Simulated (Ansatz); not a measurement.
# Electron scattering at the Σ5 (210) boundary in fcc Cu, part 3 of 3

Wanted: what the Σ5 (210) boundary in fcc Cu costs an interconnect.

Ansatz 0.2.0; Ansatz plane-wave DFT, PBE, PAW files; relaxation of a bicrystal slab with its lowest layers held; PAW set soft_1 (the session's first sound run).

So far. Step 3 (Transmission across the boundary): Over the solved energies the transmission per spin lies between 1.82 and 1.84, out of 2.14 channels of the lead on average (up to 2.15). Step 4 (Specific resistance): Averaged over the energies near the Fermi level, 85.7 % of the channels pass, which makes 0.148 fΩ m².

## Step 5: Single-crystal slab for reference

The free faces cost energy too. A single-crystal slab with the same faces and held layers is relaxed, so that they cancel.

This step: Ansatz plane-wave DFT, PBE, PAW files; relaxation of a single-crystal slab with its lowest layers held; PAW set soft_1 (Ansatz 0.2.0).

System of this step: Cu slab, plane (2, 1, 0). The cell holds 24 atoms: 24 Cu. Cell: a = 4.427 Å, b = 3.615 Å, c = 29.592 Å, α = 90.0°, β = 90.0°, γ = 65.9°. It derives from Cu. Vacuum lies along c.

input.yaml reads:

```yaml
crystal:
  lattice:
    - [4.4274037203, 0.0, 0.0]
    - [1.4758012401, 3.2999918941, 0.0]
    - [0.0, 0.0, 29.5915814808]
  atoms:
    - { symbol: Cu, position: [0.2000000003, 0.8999999998, 0.1689669747] }
    - { symbol: Cu, position: [0.8000000003, 0.5999999998, 0.1962831771] }
    - { symbol: Cu, position: [0.4000000003, 0.2999999998, 0.2235993796] }
    - { symbol: Cu, position: [3.0e-10, 0.9999999998, 0.250915582] }
    - { symbol: Cu, position: [0.6000000003, 0.6999999998, 0.2782317844] }
    - { symbol: Cu, position: [0.2000000003, 0.3999999998, 0.3055479868] }
    - { symbol: Cu, position: [0.8000000002, 0.0999999998, 0.3328641892] }
    - { symbol: Cu, position: [0.4000000002, 0.7999999999, 0.3601803916] }
    - { symbol: Cu, position: [2.0e-10, 0.4999999999, 0.3874965941] }
    - { symbol: Cu, position: [0.6000000002, 0.1999999999, 0.4148127965] }
    - { symbol: Cu, position: [0.2000000002, 0.8999999999, 0.4421289989] }
    - { symbol: Cu, position: [0.8000000002, 0.5999999999, 0.4694452013] }
    - { symbol: Cu, position: [0.4000000002, 0.2999999999, 0.4967614037] }
    - { symbol: Cu, position: [1.0e-10, 0.9999999999, 0.5240776062] }
    - { symbol: Cu, position: [0.6000000001, 0.6999999999, 0.5513938086] }
    - { symbol: Cu, position: [0.2000000001, 0.3999999999, 0.578710011] }
    - { symbol: Cu, position: [0.8000000001, 0.0999999999, 0.6060262134] }
    - { symbol: Cu, position: [0.4000000001, 0.7999999999, 0.6333424158] }
    - { symbol: Cu, position: [1.0e-10, 0.5, 0.6606586182] }
    - { symbol: Cu, position: [0.6000000001, 0.2, 0.6879748207] }
    - { symbol: Cu, position: [0.2, 0.9, 0.7152910231] }
    - { symbol: Cu, position: [0.8, 0.6, 0.7426072255] }
    - { symbol: Cu, position: [0.4, 0.3, 0.7699234279] }
    - { symbol: Cu, position: [0.0, 0.0, 0.7972396303] }
kpoints:
  mp_grid: { grid: [7, 7, 1] }
hamiltonian:
  xc: pbe
  pseudopotentials: { kind: paw, azcp: { folder: soft_1 } }
scf:
  occupations: { method: fermi_dirac, width: 0.1 }
relax:
  f_tol: 0.03
  max_steps: 80
  constraints: [{ sites: [0, 1, 2, 3] }]
```

Run with:

```
$ ansatz run input.yaml --threads 4 --pin off --max-ram 15360MiB --backend cpu --events-out ev --progress --plain --runs-dir out
```

Numbers of over 12 decimals in the logs are rounded to 6 here.

What it wrote:

```text
Warning: crystal.symmetry: narrowed to the stabiliser of the relax constraints — unitary ops 4 → 2; lowered at sites 0, 1, 2, 3, 20, 21, 22, 23 (the operations that carried what is held of a site onto what its image site leaves free; the constrained walk keeps no symmetry that its constraints do not admit)
[...]
Crystal: 24 atoms, lattice volume = 432.345 Å³
Basis set: ecut = 420 eV, 8449 PW (Γ), exchange–correlation on 60×50×400 points (8 copies of the dense FFT grid, shifted against one another)
Bands: 274, of which v1, the nominal top of the filled ones, is band 228 counted from 1 (227 counted from 0)
Symmetry: 2 space group operations
k-points: 16 of 49 (time reversal used)
[...]
SCF iter   1: F=—  HF=-159022.166878 eV  |F-HF|=—  |Δ(HF+E_count)|=         —  Δρ=2.10e-1  dr2=1.15e2  ethr=3.10e-3  ⟨swp⟩=5.8  Hψ=16101  notcnv=0  defer=116
[...]
SCF iter  10: F=-159001.452466 eV  HF=-159001.452456 eV  |F-HF|=1.01e-5  |Δ(HF+E_count)|=   2.09e-5  Δρ=6.99e-5  dr2=1.25e-5  ethr=4.93e-9  ⟨swp⟩=3.0  Hψ=15939  notcnv=0
SCF 1 converged in 10 iterations: F = -159001.452466 eV  dr2 = 1.25e-5
[...]
relax step   1: F+E_penalty+E_count = -159001.45246607 eV  Δ(F+E_penalty+E_count) = +0.000e0 eV  max|allowed force component| = 5.361e-1 eV/Å  Δτ_max = 0.0000 Å  (10 SCF iters, dr2 threshold 2.25e-5 eV, accepted)
[...]
SCF iter   7: F=-159001.482598 eV  HF=-159001.482606 eV  |F-HF|=8.62e-6  |Δ(HF+E_count)|=   1.22e-6  Δρ=4.13e-5  dr2=8.12e-6  ethr=3.94e-9  ⟨swp⟩=4.0  Hψ=13724  notcnv=0
SCF 2 converged in 7 iterations: F = -159001.482598 eV  dr2 = 8.12e-6
relax step   2: F+E_penalty+E_count = -159001.48259752 eV  Δ(F+E_penalty+E_count) = -3.013e-2 eV  max|allowed force component| = 3.381e-1 eV/Å  Δτ_max = 0.0506 Å  (7 SCF iters, dr2 threshold 1.80e-5 eV, accepted)
SCF iter   1: F=—  HF=-159001.550543 eV  |F-HF|=—  |Δ(HF+E_count)|=         —  Δρ=6.95e-3  dr2=1.29e-1  ethr=2.34e-4  ⟨swp⟩=4.9  Hψ=11452  notcnv=0  defer=481
[...]
SCF iter   7: F=-159001.503022 eV  HF=-159001.503025 eV  |F-HF|=3.31e-6  |Δ(HF+E_count)|=   1.42e-5  Δρ=4.59e-5  dr2=6.64e-6  ethr=1.57e-9  ⟨swp⟩=3.1  Hψ=17348  notcnv=0
SCF 3 converged in 7 iterations: F = -159001.503022 eV  dr2 = 6.64e-6
relax step   3: F+E_penalty+E_count = -159001.50302213 eV  Δ(F+E_penalty+E_count) = -2.042e-2 eV  max|allowed force component| = 5.710e-2 eV/Å  Δτ_max = 0.0997 Å  (7 SCF iters, dr2 threshold 7.14e-6 eV, accepted)
SCF iter   1: F=—  HF=-159001.512636 eV  |F-HF|=—  |Δ(HF+E_count)|=         —  Δρ=2.74e-3  dr2=1.73e-2  ethr=4.38e-5  ⟨swp⟩=4.0  Hψ=8001  notcnv=0  defer=497
[...]
SCF iter   8: F=-159001.504395 eV  HF=-159001.504395 eV  |F-HF|=6.24e-8  |Δ(HF+E_count)|=   6.29e-8  Δρ=2.81e-6  dr2=5.01e-8  ethr=2.19e-11  ⟨swp⟩=4.0  Hψ=13801  notcnv=0
SCF 4 converged in 8 iterations: F = -159001.504395 eV  dr2 = 5.01e-8
relax step   4: F+E_penalty+E_count = -159001.50439483 eV  Δ(F+E_penalty+E_count) = -1.373e-3 eV  max|allowed force component| = 1.399e-2 eV/Å  Δτ_max = 0.0222 Å  (8 SCF iters, accepted)
SCF converged after 8 iterations
Free energy (F): -159001.504395 eV
[...]
Internal energy: -159001.257531 eV  (E = F + TS)
E sigma→0 (E₀):  -159001.380963 eV
Entropy (-TS):   -0.246864 eV (-10.286 meV/atom)
Fermi energy:    9.257653 eV
[...]
--- Forces (eV/Å), atoms counted from 1 ---
  atom   1  Cu    -0.02861782     0.01279828     0.53990031
  atom   2  Cu     0.01510282    -0.00675418    -0.07503294
  atom   3  Cu     0.01010976    -0.00452122    -0.36775647
  atom   4  Cu    -0.00755873     0.00338037    -0.10905786
  atom   5  Cu    -0.00048048     0.00021488     0.00349704
  atom   6  Cu    -0.00119161     0.00053290     0.00154247
  atom   7  Cu    -0.00118365     0.00052935     0.00060519
  atom   8  Cu     0.00027543    -0.00012318    -0.00218968
  atom   9  Cu     0.00035676    -0.00015955    -0.00102574
  atom  10  Cu     0.00052477    -0.00023468     0.00223711
  atom  11  Cu     0.00155780    -0.00069667     0.00150159
  atom  12  Cu     0.00162721    -0.00072771     0.00039535
  atom  13  Cu    -0.00044078     0.00019712    -0.00096849
  atom  14  Cu     0.00107666    -0.00048150    -0.00186455
  atom  15  Cu     0.00153421    -0.00068612    -0.00368064
  atom  16  Cu     0.00054957    -0.00024578    -0.00045463
  atom  17  Cu     0.00251378    -0.00112420     0.00097623
  atom  18  Cu     0.00434261    -0.00194207    -0.00069107
  atom  19  Cu     0.00311246    -0.00139193    -0.01138372
  atom  20  Cu    -0.00692059     0.00309498     0.00277409
  atom  21  Cu     0.00461248    -0.00206276    -0.00069447
  atom  22  Cu    -0.00067305     0.00030100    -0.00123881
  atom  23  Cu     0.00749845    -0.00335341     0.01398596
  atom  24  Cu    -0.00774557     0.00346392     0.00856473
  max |Σ_I F_I| component: 5.90e-5 eV/Å
--- Relaxed structure (4 steps of the walk, 4 accepted, 0 SCFs on fresh bases) ---
  F+E_penalty+E_count = -159001.50439483 eV   max|allowed force component| = 1.399e-2 eV/Å
  atoms:
    - { symbol: Cu, position: [0.200000, 0.900000, 0.168966974725] }
    - { symbol: Cu, position: [0.800000, 0.600000, 0.196283] }
    - { symbol: Cu, position: [0.400000, 0.300000, 0.223599379575] }
    - { symbol: Cu, position: [3.124999148340635e-10, 1.000000, 0.250915581975] }
    - { symbol: Cu, position: [0.601133, 0.699433, 0.278865] }
    - { symbol: Cu, position: [0.202745, 0.398628, 0.306230] }
    - { symbol: Cu, position: [0.803857, 0.098071, 0.333560] }
    - { symbol: Cu, position: [0.403276, 0.798362, 0.361319] }
    - { symbol: Cu, position: [0.00317942, 0.498410, 0.388777] }
    - { symbol: Cu, position: [0.602830, 0.198585, 0.416177] }
    - { symbol: Cu, position: [0.202510, 0.898745, 0.443980] }
    - { symbol: Cu, position: [0.802550, 0.598725, 0.471426] }
    - { symbol: Cu, position: [0.403743, 0.298128, 0.498804] }
    - { symbol: Cu, position: [0.00391503, 0.998042, 0.526238] }
    - { symbol: Cu, position: [0.603842, 0.698079, 0.554048] }
    - { symbol: Cu, position: [0.203725, 0.398137, 0.581441] }
    - { symbol: Cu, position: [0.804234, 0.097883, 0.608923] }
    - { symbol: Cu, position: [0.403949, 0.798025, 0.636584] }
    - { symbol: Cu, position: [0.00493855, 0.497531, 0.664195] }
    - { symbol: Cu, position: [0.609082, 0.195459, 0.691330] }
    - { symbol: Cu, position: [0.210515, 0.894742, 0.718665] }
    - { symbol: Cu, position: [0.803299, 0.598351, 0.747991] }
    - { symbol: Cu, position: [0.407973, 0.296014, 0.773779] }
    - { symbol: Cu, position: [0.012991, -0.00649564, 0.797096] }
```

Elapsed: 3.3 min, on 4 threads of Intel Xeon Platinum 8488C (Sapphire Rapids), shared host; peak memory 3.2 GiB; 12 min of CPU time.

The steps of the relaxation:

| step | energy less that of the first step (eV) | largest force component (eV/Å) |
| --- | --- | --- |
| 1 | 0.0000 | 0.5361 |
| 2 | -0.0301 | 0.3381 |
| 3 | -0.0506 | 0.0571 |
| 4 | -0.0519 | 0.0140 |

The atoms that moved most (Å):

```csv
atom,dx,dy,dz,length
Cu22,0.012,-0.005,0.159,0.160
Cu23,0.029,-0.013,0.114,0.119
Cu21,0.039,-0.017,0.100,0.109
Cu19,0.018,-0.008,0.105,0.107
Cu20,0.034,-0.015,0.099,0.106
Cu18,0.015,-0.007,0.096,0.097
Cu17,0.016,-0.007,0.086,0.087
Cu16,0.014,-0.006,0.081,0.082
```

The relaxed structure:

```xyz
24
Lattice="4.4274 0.0000 0.0000 1.4758 3.3000 0.0000 0.0000 0.0000 29.5916" Properties=species:S:1:pos:R:3
Cu    2.2137    2.9700    5.0000
Cu    4.4274    1.9800    5.8083
Cu    2.2137    0.9900    6.6167
Cu    1.4758    3.3000    7.4250
Cu    3.6937    2.3081    8.2520
Cu    1.4859    1.3155    9.0618
Cu    3.7037    0.3236    9.8706
Cu    2.9637    2.6346   10.6920
Cu    0.7496    1.6447   11.5045
Cu    2.9620    0.6553   12.3153
Cu    2.2230    2.9659   13.1381
Cu    4.4368    1.9758   13.9502
Cu    2.2275    0.9838   14.7604
Cu    1.4902    3.2935   15.5722
Cu    3.7037    2.3037   16.3952
Cu    1.4895    1.3138   17.2058
Cu    3.7051    0.3230   18.0190
Cu    2.9662    2.6335   18.8375
Cu    0.7561    1.6418   19.6546
Cu    2.9851    0.6450   20.4576
Cu    2.2525    2.9526   21.2664
Cu    4.4396    1.9746   22.1342
Cu    2.2431    0.9768   22.8973
Cu    0.0479   -0.0214   23.5873
```

This step gave:

- free energy: -159001.5044 eV
- energy at zero smearing: -159001.3810 eV
- Fermi energy: 9.258 eV

The largest force component on a free atom ends at 0.014 eV/Å, under the tolerance of 0.03, after 4 steps.

## Step 6: Bulk reference

The perfect crystal gives the energy per atom, for the atoms by which bicrystal and slab differ.

This step: Ansatz plane-wave DFT, PBE, PAW files; bulk reference; PAW set soft_1 (Ansatz 0.2.0).

System of this step: Cu. The structure is cubic, space group Fm-3m (No. 225). Conventional cell: a = 3.615 Å, b = 3.615 Å, c = 3.615 Å, α = 90.00°, β = 90.00°, γ = 90.00°. Cu has 12 Cu at 2.56 Å nearest.

input.yaml, the sections that differ from step 5:

```yaml
crystal:
  lattice:
    - [0.0, 1.80748, 1.80748]
    - [1.80748, 0.0, 1.80748]
    - [1.80748, 1.80748, 0.0]
  atoms:
    - { symbol: Cu, position: [0.0, 0.0, 0.0] }
kpoints:
  mp_grid: { grid: [21, 21, 21] }
# hamiltonian, scf: as in step 5
# relax: removed
```

What it wrote:

```text
[...]
Crystal: 1 atoms, lattice volume = 11.810 Å³
Basis set: ecut = 420 eV, 259 PW (Γ)
Bands: 14, of which v1, the nominal top of the filled ones, is band 10 counted from 1 (9 counted from 0)
Symmetry: 48 space group operations
[...]
k-points: 286 of 9261
[...]
SCF iter   1: F=—  HF=-6626.103945 eV  |F-HF|=—  |Δ(HF+E_count)|=         —  Δρ=2.68e-1  dr2=5.09e0  ethr=3.10e-3  ⟨swp⟩=4.9  Hψ=19163  notcnv=0
[...]
SCF iter   7: F=-6625.187333 eV  HF=-6625.187333 eV  |F-HF|=7.82e-11  |Δ(HF+E_count)|=  8.28e-11  Δρ=1.66e-6  dr2=1.97e-10  ethr=5.26e-10  ⟨swp⟩=2.0  Hψ=7881  notcnv=0
SCF 1 converged in 7 iterations: F = -6625.187333 eV  dr2 = 1.97e-10
[...]
SCF converged after 7 iterations
Free energy (F): -6625.187333 eV
[...]
Internal energy: -6625.176373 eV  (E = F + TS)
E sigma→0 (E₀):  -6625.181853 eV
Entropy (-TS):   -0.010960 eV (-10.960 meV/atom)
Fermi energy:    16.384214 eV
[...]
```

The job ended after 0.83 s (4 threads; peak memory 0.36 GiB).

This step gave:

| Property | Result |
| --- | --- |
| free energy | -6625.1873 eV |
| energy at zero smearing | -6625.1819 eV |
| Fermi energy | 16.38 eV |

## Step 7: Boundary energy

This step: Ansatz plane-wave DFT, PBE, PAW files; bicrystal less single-crystal slab less bulk atoms, a boundary area; PAW set soft_1 (Ansatz 0.2.0).

Numbers from this step:

| Property | Result |
| --- | --- |
| excess energy of the cell | 0.8652 eV |
| boundary energy | 0.9488 J/m² |

The boundary costs 0.95 J/m².

By hand: 0.865 eV / 14.61 Å² × 16.02 = 0.949 J/m².

## Step 8: What came out

| Quantity | Value |
| --- | --- |
| specific resistance of the boundary | 0.148 fΩ m² |
| share of channels that pass | 0.857 |
| boundary energy | 0.949 J/m² |

The boundary has a specific resistance of 0.15 fΩ m² and an energy of 0.95 J/m². The boundary reflects 14 % of the channels; 0.15 fΩ m² is 1.5×10⁻¹² Ω·cm². That equals the resistance of 8.6 nm of bulk Cu at 300 K (measured 1.725 µΩ cm, CRC Handbook of Chemistry and Physics, 84th ed., 2003, Electrical Resistivity of Pure Metals). In the relaxation the upper grain slid sideways by about 0.8 Å, so the result belongs to the position that it found, not to the starting one. One starting structure was relaxed; another shift or atom count at the boundary may lie lower.

[Logs are printed without paths, hosts, clocks, repeated set-up lines and the standing remarks that a program may print on its own settings, such as how far it seeks lower states.]

[Hosts, paths, dates, database ids (printed as entryN), source tags and the programs' standing remarks are cut or masked in the printed files.]
